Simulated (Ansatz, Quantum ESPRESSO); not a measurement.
# Ballistic transmission: Be chain with one atom pushed 1.0 Å aside at constant bond length, part 3 of 5

How well does the junction conduct in the ballistic limit? It is: Be chain with one atom pushed 1.0 Å aside at constant bond length.

Quantum ESPRESSO 7.5; plane-wave DFT, PBE, GBRV ultrasoft pseudopotentials; cross-check by Ansatz 0.2.0 with PAW datasets.

So far. Step 2 (SCF with pw.x): The run needed 22 iterations to bring the estimated error under 1e-07 Ry; the largest force on any atom, held or free, is 1.14 eV/Å. Step 3 (Transmission with pwcond.x): At no point does T exceed the number of channels.

## 4. Transmission with pwcond.x, with epsproj = 0.001

Level of this step: transmission by pwcond, lead and junction from one cell; plane-wave DFT, PBE, GBRV ultrasoft pseudopotentials (Quantum ESPRESSO).

How much does a setting matter? One run is repeated with a change.

Input file cond.w.in:

```
&inputcond
  outdir = './out'
  prefixt = 'scf'
  tran_file = 'cond.w.dat'
  bdl = 0.5733333333
  bds = 3.0875431013
  ikind = 1
  ewind = 4.0
  epsproj = 0.001
  nz1 = 7
  energy0 = 2.0
  denergy = -0.1
/
1
  0.00000000 0.00000000 1.00000000
41
```

Started as:

```
$ OMP_NUM_THREADS=1 mpirun -n 2 pwcond.x -in cond.w.in > cond.w.out
```

The program printed:

```text
[banner, memory and clock lines left out]
Program PWCOND v.7.5 starts
[citation notice left out]

[...]
./out/scf.save/

[...]
negative rho (up, down):  1.167E-02 0.000E+00
     Reading collected, re-writing distributed wavefunctions

===== INPUT FILE containing all the regions =====

     GEOMETRY:

     lattice parameter (alat)  =      14.1729  a.u.
     the volume                =    8790.0920 (a.u.)^3
     the cross section         =     200.8724 (a.u.)^2
     l of the unit cell        =       3.0875 (alat)
     number of atoms/cell      =           11
     number of atomic types    =            1

     crystal axes: (cart. coord. in units of alat)
               a(1) = (  1.0000  0.0000  0.0000 )
               a(2) = (  0.0000  1.0000  0.0000 )
               a(3) = (  0.0000  0.0000  3.0875 )

   Cartesian axes

     site n.     atom                  positions (alat units)
          1        Be     tau(  1)=(  0.5000  0.5000  3.0875  )
          2        Be     tau(  2)=(  0.5000  0.5000  0.2867  )
          3        Be     tau(  3)=(  0.5000  0.5000  0.5733  )
          4        Be     tau(  4)=(  0.5000  0.5000  0.8600  )
          5        Be     tau(  5)=(  0.5000  0.5000  1.1467  )
          6        Be     tau(  6)=(  0.6333  0.5000  1.4004  )
          7        Be     tau(  7)=(  0.5000  0.5000  1.6542  )
          8        Be     tau(  8)=(  0.5000  0.5000  1.9409  )
          9        Be     tau(  9)=(  0.5000  0.5000  2.2275  )
         10        Be     tau( 10)=(  0.5000  0.5000  2.5142  )
         11        Be     tau( 11)=(  0.5000  0.5000  2.8009  )

     nr1s                      =           54
     nr2s                      =           54
     nr3s                      =          180
     nr1sx                     =           54
     nr2sx                     =           54
     nr3sx                     =          180
     nr1                       =           60
     nr2                       =           60
     nr3                       =          192
     nr1x                      =           60
     nr2x                      =           60
     nr3x                      =          192

 _______________________________
  Radii of nonlocal spheres:

     type       ibeta     ang. mom.          radius (alat units)
       Be         1         0                    0.1141
       Be         2         0                    0.1141
       Be         3         0                    0.1141
       Be         4         1                    0.1141
       Be         5         1                    0.1141
       Be         6         2                    0.1141
----- General information -----

--- T calc. with identical leads (ikind=1) ---

     nrx                       =           54
     nry                       =           54
     nz1                       =            7

     energy0               =         2.0E+00
     denergy               =        -1.0E-01
     nenergy               =         41
     ecut2d                =         3.4E+01
     ewind                 =         4.0E+00
     epsproj               =         1.0E-03

     number of k_|| points=    1
                       cryst. coord.
        k(    1) = (   0.0000000   0.0000000), wk =   1.0000000
----- Information about left/right lead -----

     nocros                   =           14
     noins                    =           14
     norb                     =           42
     norbf                    =          140
     nrz                      =           33

      iorb      type   ibeta   ang. mom.   m       position (alat)
        1        1       1        0        1   taunew(   1)=(  0.5000  0.5000  0.0000)
        2        1       2        0        1   taunew(   2)=(  0.5000  0.5000  0.0000)
[...]
42        1       6        2        5   taunew(  42)=(  0.5000  0.5000  0.5733)
    k slab    z(k)  z(k+1)     crossing(iorb=1,norb)
    1   0.0000 0.0174 0.0174   111111111111110000000000000000000000000000
    2   0.0174 0.0347 0.0174   111111111111110000000000000000000000000000
[...]
33   0.5560 0.5733 0.0174   000000000000000000000000000011111111111111
----- Information about scattering region -----

     noins                    =          112
     norb                     =          140
     norbf                    =          140
     nrz                      =          147

      iorb      type   ibeta   ang. mom.   m       position (alat)
        1        1       1        0        1   taunew(   1)=(  0.5000  0.5000  0.0000)
        2        1       2        0        1   taunew(   2)=(  0.5000  0.5000  0.0000)
[...]
140        1       6        2        5   taunew( 140)=(  0.5000  0.5000  2.5142)
 ngper, shell number =          545          70
 ngper, n2d =          545          94
---  E-Ef =    2.0000000  k =    0.0000000   0.0000000
---  ie =          1  ik =          1
 Nchannels of the left tip =            2
 Right moving states:
   k1(2pi/a)   k2(2pi/a)   E-Ef (eV)
   0.4858822   0.0000000   2.0000000
   0.4861020  -0.0000000   2.0000000
 Left moving states:
   k1(2pi/a)   k2(2pi/a)   E-Ef (eV)
  -0.4858822   0.0000000   2.0000000
  -0.4861020  -0.0000000   2.0000000

 to transmit
 Band j to band i transmissions and reflections:
    j         i     |T_ij|^2    |R_ij|^2

    1 -->     1     0.30186     0.69814
    1 -->     2     0.00000     0.00000
   Total T_j, R_j =    0.30186  0.69814

    2 -->     1     0.00000     0.00000
    2 -->     2     0.99068     0.00931
   Total T_j, R_j =    0.99069  0.00931

E-Ef(ev), T(x2 spins) =    2.0000000   2.5850958
---  E-Ef =    1.9000000  k =    0.0000000   0.0000000
---  ie =          2  ik =          1
 Nchannels of the left tip =            2
 Right moving states:
   k1(2pi/a)   k2(2pi/a)   E-Ef (eV)
   0.4724167   0.0000000   1.9000000
   0.4726460  -0.0000000   1.9000000
 Left moving states:
   k1(2pi/a)   k2(2pi/a)   E-Ef (eV)
  -0.4724167   0.0000000   1.9000000
  -0.4726460  -0.0000000   1.9000000

 to transmit
 Band j to band i transmissions and reflections:
    j         i     |T_ij|^2    |R_ij|^2

    1 -->     1     0.47623     0.52377
    1 -->     2     0.00000     0.00000
   Total T_j, R_j =    0.47623  0.52377

    2 -->     1     0.00000     0.00000
    2 -->     2     0.99483     0.00517
   Total T_j, R_j =    0.99483  0.00517

E-Ef(ev), T(x2 spins) =    1.9000000   2.9421118
---  E-Ef =    1.8000000  k =    0.0000000   0.0000000
---  ie =          3  ik =          1
 Nchannels of the left tip =            2
 Right moving states:
   k1(2pi/a)   k2(2pi/a)   E-Ef (eV)
   0.4585812   0.0000000   1.8000000
   0.4588189  -0.0000000   1.8000000
 Left moving states:
   k1(2pi/a)   k2(2pi/a)   E-Ef (eV)
  -0.4585812   0.0000000   1.8000000
  -0.4588189  -0.0000000   1.8000000

 to transmit
 Band j to band i transmissions and reflections:
    j         i     |T_ij|^2    |R_ij|^2

    1 -->     1     0.59029     0.40970
    1 -->     2     0.00000     0.00000
   Total T_j, R_j =    0.59029  0.40971

    2 -->     1     0.00000     0.00000
    2 -->     2     0.99583     0.00417
   Total T_j, R_j =    0.99583  0.00417

E-Ef(ev), T(x2 spins) =    1.8000000   3.1722447
[... further energies and points left out ...]
---  E-Ef =   -1.8000000  k =    0.0000000   0.0000000
---  ie =         39  ik =          1
 Nchannels of the left tip =            1
 Right moving states:
   k1(2pi/a)   k2(2pi/a)   E-Ef (eV)
  -0.3534473   0.0000015  -1.8000000
 Left moving states:
   k1(2pi/a)   k2(2pi/a)   E-Ef (eV)
   0.3534473   0.0000015  -1.8000000

 to transmit
 Band j to band i transmissions and reflections:
    j         i     |T_ij|^2    |R_ij|^2

    1 -->     1     0.98513     0.01487
   Total T_j, R_j =    0.98513  0.01487

E-Ef(ev), T(x2 spins) =   -1.8000000   1.9702687
---  E-Ef =   -1.9000000  k =    0.0000000   0.0000000
---  ie =         40  ik =          1
 Nchannels of the left tip =            1
 Right moving states:
   k1(2pi/a)   k2(2pi/a)   E-Ef (eV)
  -0.3702059   0.0000015  -1.9000000
 Left moving states:
   k1(2pi/a)   k2(2pi/a)   E-Ef (eV)
   0.3702059   0.0000015  -1.9000000

 to transmit
 Band j to band i transmissions and reflections:
    j         i     |T_ij|^2    |R_ij|^2

    1 -->     1     0.98681     0.01319
   Total T_j, R_j =    0.98681  0.01319

E-Ef(ev), T(x2 spins) =   -1.9000000   1.9736285
---  E-Ef =   -2.0000000  k =    0.0000000   0.0000000
---  ie =         41  ik =          1
 Nchannels of the left tip =            1
 Right moving states:
   k1(2pi/a)   k2(2pi/a)   E-Ef (eV)
  -0.3871262   0.0000015  -2.0000000
 Left moving states:
   k1(2pi/a)   k2(2pi/a)   E-Ef (eV)
   0.3871262   0.0000015  -2.0000000

 to transmit
 Band j to band i transmissions and reflections:
    j         i     |T_ij|^2    |R_ij|^2

    1 -->     1     0.98786     0.01214
   Total T_j, R_j =    0.98786  0.01214

E-Ef(ev), T(x2 spins) =   -2.0000000   1.9757176
   T_tot     2.00000      0.25851E+01
   T_tot     1.90000      0.29421E+01
   T_tot     1.80000      0.31722E+01
   T_tot     1.70000      0.33097E+01
   T_tot     1.60000      0.33820E+01
   T_tot     1.50000      0.34062E+01
   T_tot     1.40000      0.33930E+01
   T_tot     1.30000      0.33497E+01
   T_tot     1.20000      0.32828E+01
   T_tot     1.10000      0.31983E+01
   T_tot     1.00000      0.31009E+01
   T_tot     0.90000      0.29917E+01
   T_tot     0.80000      0.28668E+01
   T_tot     0.70000      0.27192E+01
   T_tot     0.60000      0.25478E+01
   T_tot     0.50000      0.23721E+01
   T_tot     0.40000      0.22425E+01
   T_tot     0.30000      0.22329E+01
   T_tot     0.20000      0.22912E+01
   T_tot     0.10000      0.00000E+00
   T_tot    -0.00000      0.00000E+00
   T_tot    -0.10000      0.00000E+00
   T_tot    -0.20000      0.00000E+00
   T_tot    -0.30000      0.55885E+00
   T_tot    -0.40000      0.10830E+01
   T_tot    -0.50000      0.13802E+01
   T_tot    -0.60000      0.15648E+01
   T_tot    -0.70000      0.16842E+01
   T_tot    -0.80000      0.17637E+01
   T_tot    -0.90000      0.18180E+01
   T_tot    -1.00000      0.18566E+01
   T_tot    -1.10000      0.18849E+01
   T_tot    -1.20000      0.19067E+01
   T_tot    -1.30000      0.19239E+01
   T_tot    -1.40000      0.19379E+01
   T_tot    -1.50000      0.19493E+01
   T_tot    -1.60000      0.19583E+01
   T_tot    -1.70000      0.19653E+01
   T_tot    -1.80000      0.19703E+01
   T_tot    -1.90000      0.19736E+01
   T_tot    -2.00000      0.19757E+01

[...]
```

Run time: 1.9 min. Hardware: 2 MPI ranks of Arm Neoverse V1, shared host; peak memory 0.39 GiB.

The changed values were drawn from a wide range, not chosen for quality; the comparison shows what they did here together.

Beside the run it was changed from:

```csv
quantity,this run,unchanged run,difference
"transmission at the Fermi level, one spin",0,0,0
"lead channels at the Fermi level, one spin",0,0,0
wall time (s),112,536,
```

Over all energies T moves by up to 0.028, at 0.2 eV.

(Continued in part 4 of 5.)

[Logs are printed without paths, hosts, clocks, repeated set-up lines and the standing remarks that a program may print on its own settings, such as how far it seeks lower states.]

[Hosts, paths, dates, database ids (printed as entryN), source tags and the programs' standing remarks are cut or masked in the printed files.]

[Maps of the electrostatic potential energy from Ansatz leave out the sawtooth potential of an applied field or a dipole correction, so their vacuum need not be flat; planar profiles and work functions include it.]
